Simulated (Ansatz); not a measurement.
# Y2Ti2S2O5 (I4/mmm): spin-orbit coupling beyond the local functionals

Aim: the spin-orbit change of the gap of Y2Ti2S2O5 (I4/mmm).

Calculated with Ansatz 0.2.0; density functionals with and without spin-orbit coupling, plane waves, PAW.

In doubt: the elements are of a kind flagged for part-filled d or f shells, though by formal charges that shell is empty here, so the flag may not apply.

### Step 1. The structure

It takes space group I4/mmm (No. 139, tetragonal). Conventional cell: a = 3.796 Å, b = 3.796 Å, c = 23.091 Å, α = 90.00°, β = 90.00°, γ = 90.00°. Nearest to Y lie 4 O at 2.46 Å and 5 S at 2.83 to 2.96 Å. Nearest to Ti lie 5 O at 1.81 to 1.96 Å and 1 S at 2.93 Å. Nearest to S lie 5 Y at 2.83 to 2.96 Å and 1 Ti at 2.93 Å. O has 2 Ti at 1.81 Å nearest. O has 2 Ti at 1.96 Å and 2 Y at 2.46 Å nearest. Farther neighbours and most contacts between anions are not listed.

The cell and positions are those that the Materials Project relaxed with its own functionals (PBE, PBE+U or r2SCAN), kept fixed.

### Step 2. HSE06, 4×4×4 mesh

This step: DFT, HSE06, plane waves, PAW; PAW set soft_1.

input.yaml reads:

```yaml
crystal:
  lattice:
    - [-1.898002, 1.898002, 11.54533]
    - [1.898002, -1.898002, 11.54533]
    - [1.898002, 1.898002, -11.54533]
  atoms:
    - { symbol: "Y", position: [0.666698, 0.666698, 0.0] }
    - { symbol: "Y", position: [0.333302, 0.333302, 0.0] }
    - { symbol: Ti, position: [0.921493, 0.921493, 0.0] }
    - { symbol: Ti, position: [0.078507, 0.078507, 0.0] }
    - { symbol: S, position: [0.794752, 0.794752, 0.0] }
    - { symbol: S, position: [0.205248, 0.205248, 0.0] }
    - { symbol: O, position: [0.0, 0.0, 0.0] }
    - { symbol: O, position: [0.900805, 0.400805, 0.5] }
    - { symbol: O, position: [0.599195, 0.099195, 0.5] }
    - { symbol: O, position: [0.400805, 0.900805, 0.5] }
    - { symbol: O, position: [0.099195, 0.599195, 0.5] }
kpoints:
  mp_grid: { grid: [4, 4, 4] }
  band_path:
    path:
      - [0.0, 0.0, 0.0]
      - [0.0, 0.0, 0.5]
      - [0.25, 0.25, 0.25]
      - [0.0, 0.5, 0.0]
      - [0.5, 0.5, -0.5]
      - [0.25675648, 0.74324352, -0.25675648]
      - [-0.25675648, 0.25675648, 0.25675648]
      - [-0.01351296, 0.01351296, 0.5]
    npoints: 1
hamiltonian:
  xc: hse06
  pseudopotentials: { kind: paw, azcp: { folder: soft_1 } }
scf:
  occupations: { method: fixed }
  n_extra_bands: 7
output:
  eigenvalues: true
  write_density: true
  write_potential: true
  elf: true
  volumetric_format: npy
```

Command:

```
> ansatz run input.yaml --threads 3 --pin off --max-ram 92160MiB --backend cuda --events-out ev --progress --plain --runs-dir out --devices 1 --max-vram 13GiB
```

Numbers of over 12 decimals in the logs are rounded to 6 here.

Output:

```text
basis.fft_grid_basis auto: the FFT boxes are laid along the combinations [[1, -1, 0], [0, 1, 0], [1, 0, 1]] of the cell's own vectors, 5.368, 11.853 and 3.796 Å long. The dense box has 36×80×27 points. Along the cell's own vectors, as sized, it would have 80×80×80, 6.58 times as many. Of the 16 symmetry operations that the crystal satisfies within crystal.symmetry.tolerance (time reversal apart; of a slab, those that [...]
scf.n_extra_bands = 7 over 44 filled bands (N_el = 88.0): the run solves 51 bands
GPUs: using 1 of 1 available (devices: 1).
Engine: ansatz 0.2.0, x86_64-unknown-linux-gnu
Pseudopotentials: kind: paw
Pseudopotential: Y, paw, valence charge 11, recommended cutoff 420 eV (normal), soft_1/Y.paw.azcp
Pseudopotential: Ti, paw, valence charge 12, recommended cutoff 420 eV (normal), soft_1/Ti.paw.azcp
Pseudopotential: S, paw, valence charge 6, recommended cutoff 420 eV (normal), soft_1/S.paw.azcp
Pseudopotential: O, paw, valence charge 6, recommended cutoff 420 eV (normal), soft_1/O.paw.azcp
Functional definition: HSE06
  parameter a = 0.25
  parameter omega = 0.11/bohr
  exchange = pbe_x - a*pbe_x_sr(omega) + a*exact_x_sr(omega)
  correlation = pbe_c
davidson cushion auto → on  (no smearing: the cushion is to keep the highest requested band from converging to the state above it; pin scf.eigensolver.cushion to override)
device memory: the entry about to start is reckoned to put 3.0 GiB on a device that reports 49.2 GiB free (of which the cap on the GPU budget leaves the run 13.0 GiB)
GPU FFT provider: cuFFT
GPU libraries: cuBLAS 13.8.2, cuFFT 12.4.0, cuSOLVER 12.3.4
Crystal: 11 atoms, lattice volume = 166.364 Å³
Basis set: ecut = 420 eV, 3235 PW (Γ), FFT grids on a1−a2, a2, a1+a3
Bands: 51, of which v1, the nominal top of the filled ones, is band 44 counted from 1 (43 counted from 0)
Symmetry: 16 space group operations
Space group: I4/mmm (ITA 139), of the structure as read, at distance tolerance 5.5e-5 Å
k-points: 13 of 64
Non-local potential: Y, projectors of the file, l = 0: 3, l = 1: 2, l = 2: 2, l = 3: 1
Non-local potential: Ti, projectors of the file, l = 0: 3, l = 1: 2, l = 2: 3, l = 3: 1
Non-local potential: S, projectors of the file, l = 0: 2, l = 1: 2, l = 2: 1
Non-local potential: O, projectors of the file, l = 0: 2, l = 1: 2, l = 2: 1
PAW form: soft (Blöchl's): semilocal exchange-correlation on the pseudo side does not see the compensation charge
PAW frozen core: Y, regenerated for the run's functional, and the local potential with it (the file was generated under x = pbe(κ = 0.804, μ = 0.219515), c = pbe(β = 0.066725))
PAW frozen core: Ti, regenerated for the run's functional, and the local potential with it (the file was generated under x = pbe(κ = 0.804, μ = 0.219515), c = pbe(β = 0.066725))
[...]
Frozen-core exchange: fock
SCF iter   1: F=—  HF=-17362.577084 eV  |F-HF|=—  |Δ(HF+E_count)|=         —  Δρ=1.69e-4  dr2=4.76e-5  ethr=1.24e-6  ⟨swp⟩=4.2  Hψ=1652  notcnv=0
preconditioner: auto → none  [insulator: Δε(μ)=1.971 eV  Ē_g=13.509 eV  n_scr=44 (ndim 8)  ℏωp=23.7 eV  f_vac=0.085]
iter 2 solved again at ethr=1.28e-9 eV; its pass at ethr=5.24e-8 eV (dr2=1.12e-6 eV) is discarded
SCF iter   2: F=—  HF=-17362.577072 eV  |F-HF|=—  |Δ(HF+E_count)|=   1.17e-5  Δρ=4.10e-5  dr2=1.60e-6  ethr=1.28e-9  ⟨swp⟩=3.3  Hψ=3417  notcnv=0
SCF iter   3: F=—  HF=-17362.577077 eV  |F-HF|=—  |Δ(HF+E_count)|=   4.50e-6  Δρ=1.64e-5  dr2=3.05e-7  ethr=1.26e-9  ⟨swp⟩=6.1  Hψ=2086  notcnv=0  defer=1
SCF iter   4: F=—  HF=-17362.577077 eV  |F-HF|=—  |Δ(HF+E_count)|=   5.08e-8  Δρ=6.99e-6  dr2=1.18e-7  ethr=3.19e-10  ⟨swp⟩=4.0  Hψ=1869  notcnv=0
SCF iter   5: F=-17362.577077 eV  HF=-17362.577077 eV  |F-HF|=1.21e-8  |Δ(HF+E_count)|=   1.79e-8  Δρ=2.68e-6  dr2=3.16e-8  ethr=1.07e-10  ⟨swp⟩=3.8  Hψ=1670  notcnv=0
SCF 3 converged in 5 iterations: F = -17362.577077 eV  dr2 = 3.16e-8
hybrid outer 2: dexx = +5.774e-6 eV, tail = 1.34e-7 eV, Δε = 6.53e-3 eV (about 1.94e-4 eV left of the loop's levels)
device memory: the entry about to start is reckoned to put 1.1 GiB on a device that reports 53.0 GiB free (of which the cap on the GPU budget leaves the run 13.0 GiB)
NSCF: frozen V_eff on 8 k-points
hybrid SCF converged: 2 outer / 12 inner (+16 warm-up), last move |dexx| = 5.77e-6 eV, tail = 1.34e-7 eV
Stability not checked: this state was not tested for a lower state beside it, because the functional holds exact exchange (a hybrid, or Hartree-Fock), whose exchange loop this test does not read (fock_operator; see scf.lower_state_search)
Free energy (F): -17362.577077 eV
Frozen-core exchange: fock
Harris-Foulkes:  -17362.577077 eV  (|F-HF|=1.21e-8)
Internal energy: -17362.577077 eV  (E = F + TS)
E sigma→0 (E₀):  -17362.577077 eV
Fermi energy:    8.030770 eV
--- Per-component energies (eV) ---
  E_band       = -850.544168
  E_kinetic    = 2247.002392
  E_local      = -6402.031627  (includes V_loc(G=0)·N_el)
  E_nonlocal   = 481.838097
  E_hartree    = 2484.649532
  E_xc         = -908.480023
  E_vxc        = -1062.056217  (∫ρ·V_xc dr)
  E_exx        = -253.763155  (= α·E_x^exact, valence–valence)
  E_paw        = -9712.832057  (= ΣΔE_a)
  E_vpaw       = -577.069724  (= ΣTr[D̂ρ^β])
  E_aug_tail   = 0.003771  (compensation charges beyond the density's cutoff)
  E_ewald      = -5297.538939
  E_core_change = -1.425069  (= ΣΔE_core)
  E_smearing   = -0.000000  (= −TS)
  E_closure    = 0.000000  (closes the sum)
  Σ components = -17362.577077   (vs F -17362.577077, Δ=0.00e0)
--- Band table (eV; the first three rows and the last of 13) ---
  k-point 0: bands = [... 40 lower, 6.6293, 7.6919, 8.0308, 8.0308, 10.0015, 10.0291, 11.2495, 11.2495, ... 3 higher]
  k-point 1: bands = [... 40 lower, 6.0969, 6.8407, 7.2273, 7.2986, 10.5149, 10.7428, 11.2214, 11.3787, ... 3 higher]
  k-point 2: bands = [... 40 lower, 6.1650, 6.1658, 6.6956, 6.7185, 10.9002, 10.9008, 11.4754, 12.1051, ... 3 higher]
  k-point 12: bands = [... 40 lower, 6.6357, 7.6059, 8.0308, 8.0308, 10.0037, 10.0268, 11.2571, 11.2571, ... 3 higher]
```

Elapsed: 56 s, on 1 × NVIDIA H100 80GB HBM3 (shared by 6 runs) with 3 threads of AMD EPYC 7R13 (Zen 3), shared host; peak memory 2.1 GiB.

This step gave:

| Item | Value |
| --- | --- |
| gap | 1.971 eV |
| valence top at | Γ |
| conduction bottom at | Γ |
| least direct gap | 1.971 eV |
| exact-exchange fraction | 0.25 |

The gap is direct, at Γ.

### Step 3. HSE06+SOC, 4×4×4 mesh

Spin-orbit coupling can split or shift the edges; a non-collinear run measures by how much.

This step: DFT, HSE06 with spin-orbit coupling, plane waves, PAW; PAW set soft_1.

input.yaml: that of step 2 with these lines changed.

```diff
@@ -32,11 +32,10 @@
   xc: hse06
-  pseudopotentials: { kind: paw, azcp: { folder: soft_1 } }
+  pseudopotentials: { kind: paw_fr, azcp: { folder: soft_1 } }
 scf:
   occupations: { method: fixed }
-  n_extra_bands: 7
+  n_extra_bands: 14
+magnetization:
+  noncollinear: true
+  spin_orbit: true
 output:
   eigenvalues: true
-  write_density: true
-  write_potential: true
-  elf: true
-  volumetric_format: npy
```

Output:

```text
[...]
GPUs: using 1 of 1 available (devices: 1).
[...]
non-collinear run that drives no moment, with spin-orbit: no starting moment large enough to seed its density (crystal.atoms[].spin), no starting occupations that ask for one, no magnetisation constraint and no magnetic field, so the semilocal B_xc is pinned to zero
[...]
GPU FFT provider: cuFFT
GPU libraries: cuBLAS 13.8.2, cuFFT 12.4.0, cuSOLVER 12.3.4
Crystal: 11 atoms, lattice volume = 166.364 Å³
Basis set: ecut = 420 eV, 3235 PW (Γ), FFT grids on a1+a3, a2+a3, a3
Bands: 102, of which v1, the nominal top of the filled ones, is band 88 counted from 1 (87 counted from 0)
Symmetry: 16 space group operations + 16 with time reversal
[...]
k-points: 13 of 64
Projection manifold: j_resolved (fully-relativistic pseudo-atomic orbitals)
[...]
GPU buffer pool allocated for 58320 grid points (all kernels)
[...]
SCF iter   1: F=—  HF=-17382.418970 eV  |F-HF|=—  |Δ(HF+E_count)|=         —  Δρ=2.11e-1  dr2=5.29e2  dr2_m=0.00e0 (ungated)  ethr=1.00e-1  |M|=0.00e0 ∫|m|=0.00e0 μB  |m|>n=0.0e0 m-floor=0.0e0 τ_xc=0.0e0  β_m=0.30  ⟨swp⟩=4.5  Hψ=5484  notcnv=0
[...]
SCF iter  12: F=-17359.339460 eV  HF=-17359.339479 eV  |F-HF|=1.92e-5  |Δ(HF+E_count)|=   3.94e-5  Δρ=1.50e-4  dr2=3.10e-5  dr2_m=0.00e0 (ungated)  ethr=5.72e-7  |M|=0.00e0 ∫|m|=0.00e0 μB  |m|>n=0.0e0 m-floor=0.0e0 τ_xc=0.0e0  ⟨swp⟩=4.6  Hψ=3683  notcnv=0
SCF 1 stopped early in 12 iterations: F = -17359.339460 eV  dr2 = 3.10e-5
[...]
GPU FFT provider: cuFFT
GPU libraries: cuBLAS 13.8.2, cuFFT 12.4.0, cuSOLVER 12.3.4
Projection manifold: j_resolved (fully-relativistic pseudo-atomic orbitals)
[...]
GPU buffer pool allocated for 58320 grid points (all kernels)
[...]
Frozen-core exchange: fock
SCF iter   1: F=—  HF=-17360.705553 eV  |F-HF|=—  |Δ(HF+E_count)|=         —  Δρ=2.27e-2  dr2=1.26e0  dr2_m=0.00e0 (ungated)  ethr=3.52e-7  |M|=0.00e0 ∫|m|=0.00e0 μB  |m|>n=0.0e0 m-floor=0.0e0 τ_xc=0.0e0  β_m=0.30  ⟨swp⟩=11.5  Hψ=8671  notcnv=0
[...]
SCF iter   8: F=-17360.429036 eV  HF=-17360.429039 eV  |F-HF|=3.14e-6  |Δ(HF+E_count)|=   3.24e-5  Δρ=4.23e-5  dr2=2.01e-5  dr2_m=0.00e0 (ungated)  ethr=1.65e-7  |M|=0.00e0 ∫|m|=0.00e0 μB  |m|>n=0.0e0 m-floor=0.0e0 τ_xc=0.0e0  ⟨swp⟩=3.8  Hψ=3316  notcnv=0
SCF 2 stopped early in 8 iterations: F = -17360.429036 eV  dr2 = 2.01e-5
[...]
hybrid outer 1: dexx = +7.568e-2 eV, tail = 1.92e-4 eV
GPU FFT provider: cuFFT
GPU libraries: cuBLAS 13.8.2, cuFFT 12.4.0, cuSOLVER 12.3.4
Projection manifold: j_resolved (fully-relativistic pseudo-atomic orbitals)
GPU buffer pool allocated for 58320 grid points (all kernels)
[...]
Frozen-core exchange: fock
SCF iter   1: F=—  HF=-17360.428232 eV  |F-HF|=—  |Δ(HF+E_count)|=         —  Δρ=2.29e-4  dr2=8.15e-5  dr2_m=0.00e0 (ungated)  ethr=1.09e-6  |M|=0.00e0 ∫|m|=0.00e0 μB  |m|>n=0.0e0 m-floor=0.0e0 τ_xc=0.0e0  β_m=0.30  ⟨swp⟩=4.2  Hψ=3400  notcnv=0
[...]
SCF iter   5: F=-17360.428217 eV  HF=-17360.428217 eV  |F-HF|=3.33e-8  |Δ(HF+E_count)|=   4.56e-7  Δρ=4.74e-6  dr2=7.05e-8  dr2_m=0.00e0 (ungated)  ethr=1.53e-9  |M|=0.00e0 ∫|m|=0.00e0 μB  |m|>n=0.0e0 m-floor=0.0e0 τ_xc=0.0e0  ⟨swp⟩=3.5  Hψ=3478  notcnv=0
SCF 3 converged in 5 iterations: F = -17360.428217 eV  dr2 = 7.05e-8
[...]
NSCF: frozen V_eff on 8 k-points
[...]
Magnetization: |M| = 0.0000 μB,  M = (+0.0000, +0.0000, +0.0000) μB
Absolute magnetization: 0.0000 μB (∫|m|)
  site 0: m = (+0.0000, +0.0000, +0.0000) μB, |m| = 0.0000 μB  (R = 1.01 Å)
  site 1: m = (+0.0000, +0.0000, +0.0000) μB, |m| = 0.0000 μB  (R = 1.01 Å)
  site 2: m = (+0.0000, +0.0000, +0.0000) μB, |m| = 0.0000 μB  (R = 0.75 Å)
  site 3: m = (+0.0000, +0.0000, +0.0000) μB, |m| = 0.0000 μB  (R = 0.75 Å)
  site 4: m = (+0.0000, +0.0000, +0.0000) μB, |m| = 0.0000 μB  (R = 1.17 Å)
  site 5: m = (+0.0000, +0.0000, +0.0000) μB, |m| = 0.0000 μB  (R = 1.17 Å)
  site 6: m = (+0.0000, +0.0000, +0.0000) μB, |m| = 0.0000 μB  (R = 0.75 Å)
  site 7: m = (+0.0000, +0.0000, +0.0000) μB, |m| = 0.0000 μB  (R = 0.81 Å)
  site 8: m = (+0.0000, +0.0000, +0.0000) μB, |m| = 0.0000 μB  (R = 0.81 Å)
  site 9: m = (+0.0000, +0.0000, +0.0000) μB, |m| = 0.0000 μB  (R = 0.81 Å)
  site 10: m = (+0.0000, +0.0000, +0.0000) μB, |m| = 0.0000 μB  (R = 0.81 Å)
Free energy (F): -17360.428217 eV
Frozen-core exchange: fock
[...]
Internal energy: -17360.428217 eV  (E = F + TS)
E sigma→0 (E₀):  -17360.428217 eV
Fermi energy:    8.079460 eV
[...]
--- Band table (eV; the first three rows and the last of 13) ---
  k-point 0: bands = [... 84 lower, 7.9926, 7.9926, 8.0795, 8.0795, 10.0018, 10.0018, 10.0294, 10.0294, ... 10 higher]
  k-point 1: bands = [... 84 lower, 7.2171, 7.2171, 7.3101, 7.3101, 10.5146, 10.5146, 10.7433, 10.7433, ... 10 higher]
  k-point 2: bands = [... 84 lower, 6.6972, 6.6972, 6.7205, 6.7205, 10.8918, 10.8918, 10.9093, 10.9093, ... 10 higher]
  k-point 12: bands = [... 84 lower, 7.9900, 7.9900, 8.0795, 8.0795, 10.0040, 10.0040, 10.0271, 10.0271, ... 10 higher]
```

Elapsed: 3.1 min, on 1 × NVIDIA H100 80GB HBM3 (shared by 6 runs) with 3 threads; peak memory 3.5 GiB; 6.3 min of CPU time.

This step gave:

* gap: 1.922 eV
* valence top at: Γ
* conduction bottom at: Γ
* least direct gap: 1.922 eV
* exact-exchange fraction: 0.25

The gap stands −0.05 eV against HSE06.

### Step 4. Together

Times are wall times on 1 × NVIDIA H100 80GB HBM3 (shared by 6 runs) with 3 threads of AMD EPYC 7R13 (Zen 3), shared host, good to a factor of about two.

| level | gap (eV) | with coupling (eV) | change (eV) | time | with coupling |
| --- | --- | --- | --- | --- | --- |
| HSE06 | 1.97 | 1.92 | −0.05 | 56 s | 3.1 min |

### Step 5. What came out

| Quantity | Value |
| --- | --- |
| HSE06 | 1.97 eV |
| HSE06+SOC | 1.92 eV |

In words: Spin-orbit coupling changes the gap by −0.05 eV and the least direct gap by −0.05 eV.

[Paths, hosts, dates, memory and timing lines, banners, echoed tables and standing remarks are left out of the program output.]

[Logs are printed without paths, hosts, clocks, repeated set-up lines and the standing remarks that a program may print on its own settings, such as how far it seeks lower states.]

[Runs of the session that timed out or met a known fault of the program may be left out.]

[Cells called generated may have been cut or substituted from an entry of the Crystallography Open Database or the Materials Project.]

[Hosts, paths, dates, database ids (printed as entryN), source tags and the programs' standing remarks are cut or masked in the printed files.]
